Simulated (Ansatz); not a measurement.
# Grüneisen parameters and expansion of KF (Carobbiite, Fm-3m), part 3 of 5

Which modes of KF (Carobbiite) drive its thermal expansion?

What experiment has found for this phase:
- volume expansion coefficient 104.4 1e-6/K and heat capacity C_P per formula unit 49 J/mol/K near room temperature (given in “High-Throughput Prediction of Finite-Temperature Properties using the Quasi-Harmonic Approximation”, 2016, arXiv:1603.06924)
- volume expansion coefficient 95.1 1e-6/K near room temperature (given in “Descriptors for thermal expansion in solids”, 2017, arXiv:1701.03966)

Ansatz 0.2.0; DFT LDA, scalar-relativistic, plane waves, PAW.

So far. Step 2 (A first coarse run): The start is under -3.5 GPa at this level and looks like an insulator or semiconductor on this mesh. Step 5 (Relaxing to small residual forces and stress): The residual pressure is 3.7e-5 GPa, small enough for phonons.

**6. Lattice dynamics at this volume, V/V0 1**

Phonons at this volume give one point of F(V, T); meshes stay fixed along the series.

Input file input.yaml:

```yaml
crystal:
  lattice:
    - [0.0, 2.5810700582, 2.5810700582]
    - [2.5810700582, 0.0, 2.5810700582]
    - [2.5810700582, 2.5810700582, 0.0]
  atoms:
    - { symbol: K, position: [0.0, 0.0, 0.0] }
    - { symbol: F, position: [0.5, 0.5, 0.5] }
kpoints:
  mp_grid: { grid: [8, 8, 8] }
hamiltonian:
  xc: lda
scf:
  occupations: { method: fixed }
output:
  eigenvalues: true
phonons:
  method: dfpt
  dielectric: true
  rigid_motions: translations
  qmesh: [4, 4, 4]
  temperatures: { t_max: 1000, t_step: 50 }
  qpath:
    path:
      - [[0.0, 0.0, 0.0], [0.5, 0.0, 0.5], [0.625, 0.25, 0.625]]
      - [[0.375, 0.375, 0.75], [0.0, 0.0, 0.0], [0.5, 0.5, 0.5], [0.5, 0.25, 0.75], [0.5, 0.0, 0.5]]
    npoints: 10
```

The run is started by

```bash
> ansatz run input.yaml --threads 4 --pin off --max-ram 8192MiB --backend cpu --events-out ev --progress --plain --runs-dir out
```

Numbers of over 12 decimals in the logs are rounded to 6 here.

The program printed:

```text
[...]
Crystal: 2 atoms, lattice volume = 34.390 Å³
Basis set: ecut = 420 eV, 645 PW (Γ), exchange–correlation on 50×50×50 points (8 copies of the dense FFT grid, shifted against one another)
Bands: 12, of which v1, the nominal top of the filled ones, is band 8 counted from 1 (7 counted from 0)
Symmetry: 48 space group operations
k-points: 59 of 512 (irreducible under 8 space group operations, time reversal used)
[...]
SCF iter   1: F=—  HF=-2292.800285 eV  |F-HF|=—  |Δ(HF+E_count)|=         —  Δρ=1.63e-2  dr2=6.75e-2  ethr=1.77e-3  ⟨swp⟩=4.4  Hψ=3853  notcnv=0  defer=95
[...]
SCF iter   8: F=-2292.778776 eV  HF=-2292.778776 eV  |F-HF|=1.05e-11  |Δ(HF+E_count)|=  2.60e-10  Δρ=2.28e-7  dr2=1.07e-11  ethr=1.00e-12  ⟨swp⟩=7.1  Hψ=4040  notcnv=0
SCF 1 converged in 8 iterations: F = -2292.778776 eV  dr2 = 1.07e-11
[...]
DFPT response loops at Γ: preconditioner auto → none (the input reference at scf.mixing.eps_inf says where Resta's filter doesn't serve); β = 0.50; Broyden in place of MSR1
NSCF: frozen V_eff on 29 k-points
[...]
SCF converged after 8 iterations
Free energy (F): -2292.778776 eV
[...]
Internal energy: -2292.778776 eV  (E = F + TS)
E sigma→0 (E₀):  -2292.778776 eV
Fermi energy:    1.777622 eV
[...]
--- Band table (eV; the first three rows and the last of 59) ---
  k-point 0: bands = [... 4 lower, -6.9731, 1.7776, 1.7776, 1.7776, 8.1453, 12.5742, 12.5742, 12.5742]
  k-point 1: bands = [... 4 lower, -6.9797, 1.6027, 1.7057, 1.7057, 8.6269, 12.2863, 12.8116, 12.8116]
  k-point 2: bands = [... 4 lower, -6.9953, 1.2384, 1.5381, 1.5381, 9.7873, 11.9370, 13.4091, 13.4091]
  k-point 58: bands = [... 4 lower, -7.0773, 1.2619, 1.6593, 1.6593, 11.5728, 11.5728, 13.4416, 15.7623]
--- Phonons (Γ-DFPT): 2 representative perturbations + reference, on 59 of 512 k-points (Σ response iterations 6) ---
  k mesh reduced under 8 symmetry operations, with k and −k counted as one. Each operation leaves every solved perturbation unchanged. A smaller set is not considered because the run solves the response to a homogeneous field
  ASR residual: 2.013e-4 → 0.000e0 eV/Å²; symmetrization residual: 1.296e-6 eV/Å²
  ASR residual per site (eV/Å²): 5.76e-5 2.01e-4
  Γ frequencies (cm⁻¹): 0.00 0.00 0.00 210.60 210.60 210.60
  ε∞ (high-frequency dielectric tensor):
        2.097353    -0.000000    -0.000000
        0.000000     2.097353    -0.000000
        0.000000     0.000000     2.097353
  ε⁰ (static dielectric tensor: ions relaxed, cell fixed):
        5.432972     0.000000    -0.000000
        0.000000     5.432972    -0.000000
       -0.000000     0.000000     5.432972
  ε⁰ − ε∞ (ionic part):
        3.335619     0.000000    -0.000000
        0.000000     3.335619     0.000000
       -0.000000     0.000000     3.335619
  softest optical mode at Γ: 210.60 cm⁻¹; the repairs (sum rule, projections) moved no ω² at Γ by more than (1.73 cm⁻¹)²
  Born effective charges Z* (e; rows j = field, columns β = displacement):
    site 0:
         1.14979    0.00000   -0.00000
        -0.00000    1.14979   -0.00000
        -0.00000   -0.00000    1.14979
    site 1:
        -1.14979   -0.00000    0.00000
         0.00000   -1.14979    0.00000
         0.00000    0.00000   -1.14979
  Z* charge neutrality: 2.364e-7 e pre-enforcement
  k-mesh period / interband length: 29.2 Å / 0.88 Å = 33.31 at k = (0.0000, 0.0000, 0.0000), direct gap 6.368 eV — 14 or more, which is no proof of convergence
  optical modes at Γ without the LO–TO term, one row a degenerate level:
      ω (cm⁻¹)  modes    IR ((D/Å)²/amu)
        210.60      3             7.1564
  optical modes at Γ + LO–TO along q̂ = [1.0000, 0.0000, 0.0000]:
      ω (cm⁻¹)  modes    IR ((D/Å)²/amu)
        210.60      2             4.7709
        338.96      1             2.3855
  optical modes at Γ + LO–TO along q̂ = [0.0000, 1.0000, 0.0000]:
      ω (cm⁻¹)  modes    IR ((D/Å)²/amu)
        210.60      2             4.7709
        338.96      1             2.3855
  optical modes at Γ + LO–TO along q̂ = [0.0000, 0.0000, 1.0000]:
      ω (cm⁻¹)  modes    IR ((D/Å)²/amu)
        210.60      2             4.7709
        338.96      1             2.3855
--- Phonons (arbitrary-q DFPT): 8 irreducible q on the 4×4×4 mesh ---
  q = [0.0000, 0.0000, 0.0000] (star 1, of the zone-centre solve; hermiticity 1.24e-6, symmetrization 2.59e-14): -0.00 0.00 0.00 210.60 210.60 210.60
  q = [0.0000, 0.0000, 0.2500] (star 8, 2 solved perturbations on 288 of 512 k-point pairs; hermiticity 3.62e-7, symmetrization 9.87e-14): 86.16 86.16 127.26 204.47 204.47 317.83
[...]
q = [0.0000, 0.2500, 0.2500] (star 6, 4 solved perturbations in 528 linear systems a pass and spin channel, the states on 164 of 512 k-point pairs; hermiticity 6.19e-7, symmetrization 7.49e-14): 62.67 62.67 160.89 214.70 214.70 277.54
[...]
sum rule: each row above includes the acoustic sum rule's correction from the zone centre's row sums; it moved no ω² by more than (1.70 cm⁻¹)²
  mesh force constants: q→R imaginary residual 3.98e-18; ASR residual 2.013e-4 → 0.000e0 eV/Å²; symmetrization residual 2.665e-15 eV/Å²
  interpolated dispersion: 63 rows × 6 modes
  density of states and harmonic sums: on the 24×24×24 q-mesh, interpolated from the force constants of a 4×4×4 supercell (with the dipole–dipole term)
  largest difference from the sums on the solved wave vectors: F 1.16e-2 eV, S 1.56e-5 and C_V 4.00e-6 eV/K
  zero-point energy: 0.066113 eV/cell   skipped modes (ω ≤ 0): 3   left out of the sums: 3.62e-5 of the cell's modes: C_V's classical limit lies that fraction below 3 k_B per atom; for a crystal, a wire or a layer, F and S can be off by more, and a phonons.interpolated_qmesh denser along its periods is the remedy for the sampling
```

It took 46 s on 4 threads of Arm Neoverse V1, shared host; peak memory 0.68 GiB.

Numbers from this step:

* Γ frequencies: 0, 0, 0, 210.6, 210.6, 210.6 cm⁻¹ (negative: imaginary)
* lowest frequency on the path: 0 cm⁻¹
* zero-point energy: 0.06611 eV/cell
* point group: m-3m
* highest frequency: 339 cm⁻¹
* Debye temperature from the second moment: 348 K

LO-TO term included. Phonon branches along the path, in cm⁻¹:

```
    point  branch 1  branch 2  branch 3  branch 4  branch 5  branch 6
        Γ         0         0         0       211       211       339
  halfway        63        63       161       215       215       278
        X        87        87       170       218       218       228
  halfway        94       109       166       215       222       227
        U       111       151       152       208       225       230
jump to K       111       151       152       208       225       230
  halfway        79       112       150       195       218       297
        Γ         0         0         0       211       211       339
  halfway        86        86       127       204       204       318
        L       129       129       193       193       210       275
  halfway       127       137       179       202       215       251
        W       136       136       152       215       223       223
  halfway       104       121       161       218       220       226
        X        87        87       170       218       218       228
```

The phonon branches as a text plot (rows in cm⁻¹):

```
    332 |***                        ********
    318 |   *                    ***        *
    304 |    **                 *            **
    290 |                                      *
    275 |      *               *                ****
    261 |       *            **                     **
    247 |                   *                         **
    233 |        ***********                            *     ***
    219 |  **************************                ************
    205 |**              ***     ************** *********
    191 |        ***        *****              *******
    177 |       *   **     * ***              *       **        *
    162 |      *      ****                              *    ***
    148 |                **     *            *           ****
    134 |    **            ****             *    *************
    120 |               *  **  * *             **    **     *
    106 |   *          ****  ** *          * **              **
     92 |           ****       * ***        *                 ***
     78 |  *    ****            * **      **
     64 |      *                 *  *
     49 |    **                   ***    **
     35 | ***                       **   *
     21 | *                          *  *
      7 |*                            **
         Γ           X  U|K            Γ         L        W     X
```

Tetrahedra on 24 24 24, mean over bins of 5 cm⁻¹. Phonon density of states against wavenumber; read off at these points:

```
wavenumber (cm⁻¹)  phonon density of states (1/cm⁻¹/cell)
                2                                  1.0e-5
               12                                  1.2e-4
               22                                  5.8e-4
               28                                  9.2e-4
               38                                 0.00183
               48                                  0.0032
               58                                  0.0051
               68                                 0.00767
               72                                 0.00934
               82                                  0.0141
               92                                  0.0213
              102                                  0.0244
              112                                  0.0285
              122                                  0.0383
              128                                  0.0464
              138                                  0.0328
              148                                 0.00887
              158                                  0.0151
              168                                  0.0270
              172                                  0.0384
              182                                  0.0198
              192                                  0.0164
              202                                  0.0537
              212                                  0.0956
              218                                  0.0846
              228                                  0.0233
              238                                  0.0148
              248                                  0.0126
              258                                  0.0116
              268                                  0.0111
              272                                  0.0110
              282                                 0.00781
              292                                 0.00626
              302                                 0.00515
              312                                 0.00419
              318                                 0.00369
              328                                 0.00262
              338                                  6.6e-4
```

Harmonic. Thermo, by row:

```
T (K)  F_vib (meV/atom)  S (J/mol-atom/K)  C_V (J/mol-atom/K)
    0             33.06                 0                   0
   50             32.74             2.295               5.683
  100             29.79             9.353               14.93
  150             23.08             16.38               19.45
  200             13.01              22.3               21.58
  250              0.14             27.25                22.7
  300             -15.1             31.45               23.35
  350            -32.36             35.08               23.75
  400            -51.39             38.27               24.02
  450            -71.97             41.12               24.21
  500            -93.95             43.67               24.35
  550            -117.2                46               24.45
  600            -141.6             48.13               24.53
  650            -167.1              50.1               24.59
  700            -193.5             51.92               24.64
  750            -220.8             53.62               24.68
  800            -249.1             55.22               24.71
  850            -278.1             56.71               24.73
  900            -307.8             58.13               24.76
  950            -338.3             59.47               24.78
 1000            -369.4             60.74               24.79
```

Phonopy on the run's constants, 19x19x19 mesh, Gaussian sigma 2.6 cm⁻¹. The modes by wavenumber; read off at these points; values in 1/cm⁻¹/cell:

```
wavenumber (cm⁻¹)        F        K
            -10.0        0        0
              0.0   2.0e-5   4.0e-5
             10.0   1.3e-5   2.0e-5
             20.0   1.9e-4   4.0e-4
             30.0   4.5e-4   9.5e-4
             40.0   6.1e-4  0.00131
             50.0  0.00101  0.00223
             60.0  0.00162  0.00361
             70.0  0.00264  0.00609
             80.0  0.00413  0.00972
             90.0  0.00601   0.0145
            100.0  0.00667   0.0181
            110.0  0.00630   0.0208
            120.0  0.00653   0.0291
            130.0  0.00435   0.0382
            140.0  0.00394   0.0218
            150.0  0.00186  0.00719
            160.0  0.00410   0.0125
            170.0  0.00813   0.0243
            180.0  0.00569   0.0172
            190.0  0.00920  0.00498
            200.0   0.0400  0.00889
            210.0   0.0559   0.0245
            214.6   0.0647   0.0291
            220.0   0.0440   0.0202
            230.0   0.0174  0.00329
            240.0   0.0135   9.9e-4
            250.0   0.0119   9.1e-4
            260.0   0.0106  0.00111
            270.0  0.00943  0.00128
            280.0  0.00697  0.00145
            290.0  0.00554  0.00157
            300.0  0.00470  0.00159
            310.0  0.00349  0.00134
            320.0  0.00235   9.9e-4
            330.0  0.00158   7.3e-4
            340.0   2.2e-4   1.0e-4
            350.0        0        0
```

Born charge (rows field, columns displacement) (e), principal values of the symmetric part by kind of site:

```
atom  atoms with these values    low  middle   high   mean
  K1                        1   1.15    1.15   1.15   1.15
  F2                        1  -1.15   -1.15  -1.15  -1.15
```

In full for K1:

```
1.15 0.00 0.00
0.00 1.15 0.00
0.00 0.00 1.15
```

ε∞:

```
2.10 0.00 0.00
0.00 2.10 0.00
0.00 0.00 2.10
```

No LO-TO term. The modes at Γ (shares of kinetic energy by element, %):

```
mode  frequency (cm⁻¹)  symmetry  K %  F %
   1               0.0       T1u   67   33
   2               0.0       T1u   67   33
   3               0.0       T1u   67   33
   4             210.6       T1u   33   67
   5             210.6       T1u   33   67
   6             210.6       T1u   33   67
```

Displacements in mode 4 (210.6 cm⁻¹), the largest set to 1:
```
K1   0.32  0.05 -0.49
F2  -0.66 -0.11  1.00
```

No mode is imaginary beyond numerical noise at the solved wavevectors.

**7. A cell at another volume, V/V0 1.015**

Symmetry fixes every atom, so a single point at the scaled cell gives the energy and pressure of this member.

The cell differs from the one that the last finished run ended in (a 3.650 → 3.668 Å, b 3.650 → 3.668 Å, c 3.650 → 3.668 Å).

input.yaml, the sections that differ from step 6:

```yaml
crystal:
  lattice:
    - [0.0, 2.5939114142, 2.5939114142]
    - [2.5939114142, 0.0, 2.5939114142]
    - [2.5939114142, 2.5939114142, 0.0]
  atoms:
    - { symbol: K, position: [0.0, 0.0, 0.0] }
    - { symbol: F, position: [0.5, 0.5, 0.5] }
output:
  forces: true
  stress: true
  eigenvalues: true
# kpoints, hamiltonian, scf: as in step 6
# phonons: removed
```

The program printed:

```text
[...]
Crystal: 2 atoms, lattice volume = 34.906 Å³
Basis set: ecut = 420 eV, 701 PW (Γ)
Bands: 12, of which v1, the nominal top of the filled ones, is band 8 counted from 1 (7 counted from 0)
Symmetry: 48 space group operations
[...]
k-points: 29 of 512
[...]
SCF iter   1: F=—  HF=-2292.799087 eV  |F-HF|=—  |Δ(HF+E_count)|=         —  Δρ=1.61e-2  dr2=6.78e-2  ethr=1.77e-3  ⟨swp⟩=4.2  Hψ=1878  notcnv=0  defer=49
[...]
SCF iter   6: F=-2292.777630 eV  HF=-2292.777630 eV  |F-HF|=2.06e-8  |Δ(HF+E_count)|=   1.15e-8  Δρ=1.06e-5  dr2=2.41e-8  ethr=6.25e-10  ⟨swp⟩=6.0  Hψ=1813  notcnv=0
SCF 1 converged in 6 iterations: F = -2292.777630 eV  dr2 = 2.41e-8
[...]
SCF converged after 6 iterations
Free energy (F): -2292.777630 eV
[...]
Internal energy: -2292.777630 eV  (E = F + TS)
E sigma→0 (E₀):  -2292.777630 eV
Fermi energy:    1.658991 eV
[...]
--- Stress (GPa, compression-positive) ---
       -0.627734      -0.000000      -0.000000
       -0.000000      -0.627734      -0.000000
       -0.000000       0.000000      -0.627734
  P = ⅓ Tr σ = -0.6277 GPa (-6.277 kbar)
--- Band table (eV; the first three rows and the last of 29) ---
  k-point 0: bands = [... 4 lower, -7.1399, 1.6590, 1.6590, 1.6590, 7.9428, 12.4199, 12.4199, 12.4199]
  k-point 1: bands = [... 4 lower, -7.1464, 1.4885, 1.5907, 1.5907, 8.4185, 12.1326, 12.6537, 12.6537]
  k-point 2: bands = [... 4 lower, -7.1618, 1.1319, 1.4290, 1.4290, 9.5697, 11.7758, 13.2408, 13.2408]
  k-point 28: bands = [... 4 lower, -7.2426, 1.1587, 1.5332, 1.5332, 11.4076, 11.4076, 13.2367, 15.5358]
```

Elapsed: 0.35 s, on 4 threads; peak memory 0.22 GiB; 0.97 s of CPU time.

This step gave:

| Property | Result |
| --- | --- |
| pressure | -0.6277 GPa |
| gap on the k-mesh | 6.284 eV |
| volume per atom | 17.45 Å³ |

At this level the gap is 6.28 eV on the k-mesh of the self-consistent run, which can miss the band edges.

**8. Lattice dynamics at this volume, V/V0 1.015**

Phonons at this volume give one point of F(V, T); meshes stay fixed along the series.

input.yaml, the sections that differ from step 7:

```yaml
output:
  eigenvalues: true
phonons:
  method: dfpt
  dielectric: true
  rigid_motions: translations
  qmesh: [4, 4, 4]
  temperatures: { t_max: 1000, t_step: 50 }
  qpath:
    path:
      - [[0.0, 0.0, 0.0], [0.5, 0.0, 0.5], [0.625, 0.25, 0.625]]
      - [[0.375, 0.375, 0.75], [0.0, 0.0, 0.0], [0.5, 0.5, 0.5], [0.5, 0.25, 0.75], [0.5, 0.0, 0.5]]
    npoints: 10
# crystal, kpoints, hamiltonian, scf: as in step 7
```

The program printed:

```text
[...]
Crystal: 2 atoms, lattice volume = 34.906 Å³
Basis set: ecut = 420 eV, 701 PW (Γ), exchange–correlation on 50×50×50 points (8 copies of the dense FFT grid, shifted against one another)
Bands: 12, of which v1, the nominal top of the filled ones, is band 8 counted from 1 (7 counted from 0)
Symmetry: 48 space group operations
k-points: 59 of 512 (irreducible under 8 space group operations, time reversal used)
[...]
optical modes at Γ + LO–TO along q̂ = [0.0000, 1.0000, 0.0000]:
      ω (cm⁻¹)  modes    IR ((D/Å)²/amu)
        202.95      2             4.7517
        332.82      1             2.3759
  optical modes at Γ + LO–TO along q̂ = [0.0000, 0.0000, 1.0000]:
      ω (cm⁻¹)  modes    IR ((D/Å)²/amu)
        202.95      2             4.7517
        332.82      1             2.3759
--- Phonons (arbitrary-q DFPT): 8 irreducible q on the 4×4×4 mesh ---
[...]
interpolated dispersion: 63 rows × 6 modes
[...]
[key lines of the parts left out:]
SCF converged after 8 iterations
Free energy (F): -2292.777629 eV
Fermi energy:    1.659180 eV
```

It took 48 s on 4 threads; peak memory 0.68 GiB.

No mode is imaginary beyond numerical noise at the solved wavevectors. The highest zone-centre mode (no LO–TO term) moved by -3.6 % for a volume change of +1.5 %.

[end of part 3 of 5]

[Logs are printed without paths, hosts, clocks, repeated set-up lines and the standing remarks that a program may print on its own settings, such as how far it seeks lower states.]

[Hosts, paths, dates, database ids (printed as entryN), source tags and the programs' standing remarks are cut or masked in the printed files.]

[A step with changed settings may run another functional than the one named; its input shows which.]


